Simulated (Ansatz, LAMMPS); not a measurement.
# Amorphous 14ZrO2-86SiO2 (mol %) (84 atoms): geometry optimisation, part 2 of 2

How does amorphous 14ZrO2-86SiO2 (mol %) (84 atoms) relax, and what do bonds, charges and levels look like afterwards?

Ansatz 0.2.0; Kohn-Sham DFT, PBE, PAW (set soft_2), plane waves.

The cell: 4 Zr, 24 Si and 56 O. The quench rate of 50 K/ps is many orders above laboratory rates. The network of bonds at the start is that of the classical potential that made the cell. Only the Γ point is sampled in the main run, in a cell whose shortest periodic width is 11 Å.

So far. Step 4 (Cell and atoms relaxed): The relaxation changed the energy by -47.0 meV/atom, and atoms moved by 0.19 Å r.m.s., 0.65 Å at most. Step 7 (K-mesh 2×2×2): Forces differ from those of the single point at the relaxed geometry by 4.6 meV/Å r.m.s.; the energy by -0.59 meV/atom and the gap by -0.0068 eV. It took 2.9 min and 10 cycles; the reference's time can't be set against it, since the two runs asked for unlike analyses.

## Step 8: Functional HSE06

HSE06 mixes in a quarter of exact exchange at short range, which counters self-interaction, at a higher cost.

This step: Kohn-Sham DFT, HSE06, PAW (set soft_2), plane waves (Ansatz 0.2.0).

input.yaml

```yaml
crystal:
  lattice:
    - [10.55062, -0.2017, -0.08017]
    - [-0.2017, 10.79673, -0.19536]
    - [-0.08017, -0.19536, 10.55064]
  atoms:
    [... the 84 atom lines of step 6 ...]
kpoints:
  mp_grid: { grid: [1, 1, 1] }
hamiltonian:
  xc: hse06
scf:
  occupations: { method: fermi_dirac, width: 0.025 }
output:
  forces: true
  stress: true
  populations: true
  dos:
    method: { smearing: { sigma: 0.08 } }
    de: 0.05
    projected: { site_lists: { O: [O], Si: [Si], Zr: [Zr] } }
  eigenvalues: true
```

Started as:

```bash
> ansatz run input.yaml --threads 4 --pin off --max-ram 8192MiB --backend cpu --events-out ev --progress --plain --runs-dir out
```

The job ended after 4.5 min (4 threads of Arm Neoverse V1, shared host; peak memory 3.4 GiB; 17 min of CPU time).

The program notes that the exchange threshold is loose for the stress and the SCF threshold is loose for the stress.

Geometry and reference: those of the single point at the relaxed geometry.

Forces differ from those of the single point at the relaxed geometry by 182 meV/Å r.m.s.; the pressure by -4.8 GPa and the gap by +1.7 eV. It took 4.5 min and 18 cycles; the reference's time can't be set against it, since the two runs asked for unlike analyses.

Read from the output:

| Property | Result |
| --- | --- |
| free energy | -63878.4158 eV |
| free energy per atom | -760.4573 eV/atom |
| SCF cycles | 18 |
| pressure | -4.825 GPa |
| r.m.s. force component | 0.1821 eV/Å |
| longest force | 0.5943 eV/Å |
| Fermi energy | 4.778 eV |
| gap (highest filled to lowest empty level) | 6.031 eV |
| spilling of the projection | 0.0121 |

Length of the force by element and coordination:

```tsv
element	coordination	atoms	mean length of the force (eV/Å)	spread	least	most
O	all	56	0.355	0.125	0.0477	0.594
O	2	54	0.361	0.123	0.0477	0.594
O	3	2	0.185	0.0049	0.180	0.190
Si	all	24	0.0902	0.0432	0.0262	0.221
Zr	all	4	0.195	0.0929	0.0486	0.289
Zr	4	2	0.236	0.0532	0.182	0.289
Zr	5	2	0.154	0.105	0.0486	0.259
```

Löwdin charges by element and coordination (they lack the spilled electrons, 0.069 e an atom on average):

```tsv
element	coordination	atoms	mean charge (e)	spread	least	most
O	all	56	-0.803	0.025	-0.833	-0.719
O	2	54	-0.805	0.0235	-0.833	-0.719
O	3	2	-0.752	7.0e-4	-0.753	-0.752
Si	all	24	1.82	0.0232	1.77	1.86
Zr	all	4	1.75	0.0206	1.73	1.78
Zr	4	2	1.75	0.0282	1.73	1.78
Zr	5	2	1.75	0.006	1.74	1.75
```

Density of states as counts of states in windows of 1 eV (from the Fermi level), total and the larger projections:

```tsv
from (eV)	to (eV)	total	O p	Si p	Zr d
-14	-13	4.1	2.7	0.1	0.0
-13	-12	11.9	8.0	0.6	0.0
-12	-11	13.8	9.6	1.2	0.1
-11	-10	15.7	11.5	2.2	0.1
-10	-9	27.6	21.3	5.2	0.1
-9	-8	20.8	16.0	2.9	0.8
-8	-7	35.7	28.7	3.3	1.2
-7	-6	47.4	41.6	2.4	1.0
-6	-5	69.5	63.5	1.8	1.9
-5	-4	59.4	55.9	0.8	1.2
-4	-3	29.0	27.7	0.3	0.4
-3	-2	1.1	1.0	0.0	0.0
-2	2	0.0	0.0	0.0	0.0
2	3	0.5	0.0	0.0	0.0
3	4	10.9	1.0	0.5	7.0
4	5	23.5	2.6	1.8	13.9
```

Between -26 and -14 eV lie 112 more states.

The stored curve holds about 448 of the 480 electrons; the rest, give or take the few that broadening carries across the Fermi level, lie in deeper levels below its range.

The levels nearest the highest filled one (over half full), pooled over k-points and spins:

```tsv
level less the highest filled one (eV)	occupation
-0.566	2
-0.533	2
-0.483	2
-0.438	2
-0.318	2
0	2
6.03	0
6.32	0
6.58	0
6.66	0
6.94	0
6.98	0
```

## Step 9: Functional r2SCAN (500 eV)

The meta-GGA r2SCAN uses the kinetic energy density as well as the density and its gradient. Besides, the cutoff goes from 420 to 500 eV.

This step: Kohn-Sham DFT, r2SCAN, PAW (set soft_2), plane waves (Ansatz 0.2.0).

Changes to input.yaml since step 8:

```diff
@@ -10,3 +10,3 @@
 hamiltonian:
-  xc: hse06
+  xc: r2scan
 scf:
```

Run time: 52 s. Hardware: 4 threads; peak memory 3.1 GiB.

Geometry and reference: those of the single point at the relaxed geometry.

Forces differ from those of the single point at the relaxed geometry by 159 meV/Å r.m.s.; the pressure by -4.5 GPa and the gap by +0.60 eV. It took 52 s and 10 cycles; the reference's time can't be set against it, since the two runs asked for unlike analyses.

## Step 10: Functional PBEsol

PBEsol restores the gradient expansion of exchange for slowly varying densities and usually gives shorter bonds in solids than PBE.

This step: Kohn-Sham DFT, PBEsol, PAW (set soft_2), plane waves (Ansatz 0.2.0).

Changes to input.yaml since step 9:

```diff
@@ -10,3 +10,3 @@
 hamiltonian:
-  xc: r2scan
+  xc: pbesol
 scf:
```

Wall time 18 s (4 threads); peak memory 1.4 GiB.

Geometry and reference: those of the single point at the relaxed geometry.

Forces differ from those of the single point at the relaxed geometry by 63 meV/Å r.m.s.; the pressure by -2.8 GPa and the gap by -0.063 eV.

## Step 11: All settings compared

Differences are against the single point at the relaxed geometry (Kohn-Sham DFT, PBE, PAW (set soft_2), plane waves), whose r.m.s. force component is 0.00772 eV/Å. Energies are set beside the reference only for runs with its functional, potentials and electron count. Times are for 4 threads of Arm Neoverse V1, shared host. The reference's time includes grids, which some other runs skip.

```tsv
run	Δ force, r.m.s. (meV/Å)	Δ energy (meV/atom)	Δ pressure (GPa)	Δ gap (eV)	cycles	time	host memory (GiB)
reference	-	-	-	-	10	22 s	1.4
k-mesh 2×2×2	4.63	-0.586	0.0016	-0.0068	10	2.9 min	6.0
functional HSE06	182	-	-4.83	1.70	18	4.5 min	3.4
functional r2SCAN (500 eV)	159	-	-4.49	0.601	10	52 s	3.1
functional PBEsol	63.4	-	-2.77	-0.0626	10	18 s	1.4
```

## Step 12: Outcome

| Quantity | Value |
| --- | --- |
| energy change in the relaxation | -47.02 meV/atom |
| r.m.s. displacement | 0.189 Å |
| largest displacement | 0.649 Å |
| free energy per atom | -760.2744 eV/atom |
| pressure | 0.0006586 GPa |
| r.m.s. force component | 0.00772 eV/Å |
| gap (highest filled to lowest empty level) | 4.33 eV |
| wall time of the 7 DFT runs | 14 min |

**Reading.** Relaxation lowers the energy by 47.0 meV/atom and moves atoms by 0.19 Å r.m.s.; the r.m.s. force component goes from 0.85 to 0.0077 eV/Å. Displacements are taken in the final cell, so they leave out its strain. By the final cutoffs 1 of 114 bonded pairs parted and 1 joined. The cell shrank by 3.6 % in volume. From the first step to the last the energy fell by 3.950 eV, across changes of basis, and the largest move was 0.65 Å (Si23). The O-Zr bonds change most in mean length: from 2.060 Å (spread 0.029) to 2.013 Å (spread 0.060). With the cutoffs above, 96 % of O atoms have 2, all Si atoms have 4 and 50 % of Zr atoms have 4 and as many 5 bonded neighbours. Counting bonds to Si alone, not to Zr, 66 % of the oxygens join two of these atoms and 29 % one; 4 % join three; 2 % join none. The highest filled and lowest empty levels differ by 4.33 eV (at Γ alone); a semilocal functional tends to put such gaps too low. In a disordered cell it changes from sample to sample, and tail or defect levels can set it.

Among the changes of functional, dispersion, potentials or spin set against this reference, functional HSE06 moves the forces most, by 182 meV/Å r.m.s. The gap changes by +1.70 eV with HSE06.

What to keep in mind: The starting topology of bonds comes from the classical model; in DFT 1 of its 114 bonded pairs passed out of the cutoffs and 1 came within them.

[Logs are printed without paths, hosts, clocks, repeated set-up lines and the standing remarks that a program may print on its own settings, such as how far it seeks lower states.]

[Hosts, paths, dates, database ids (printed as entryN), source tags and the programs' standing remarks are cut or masked in the printed files.]
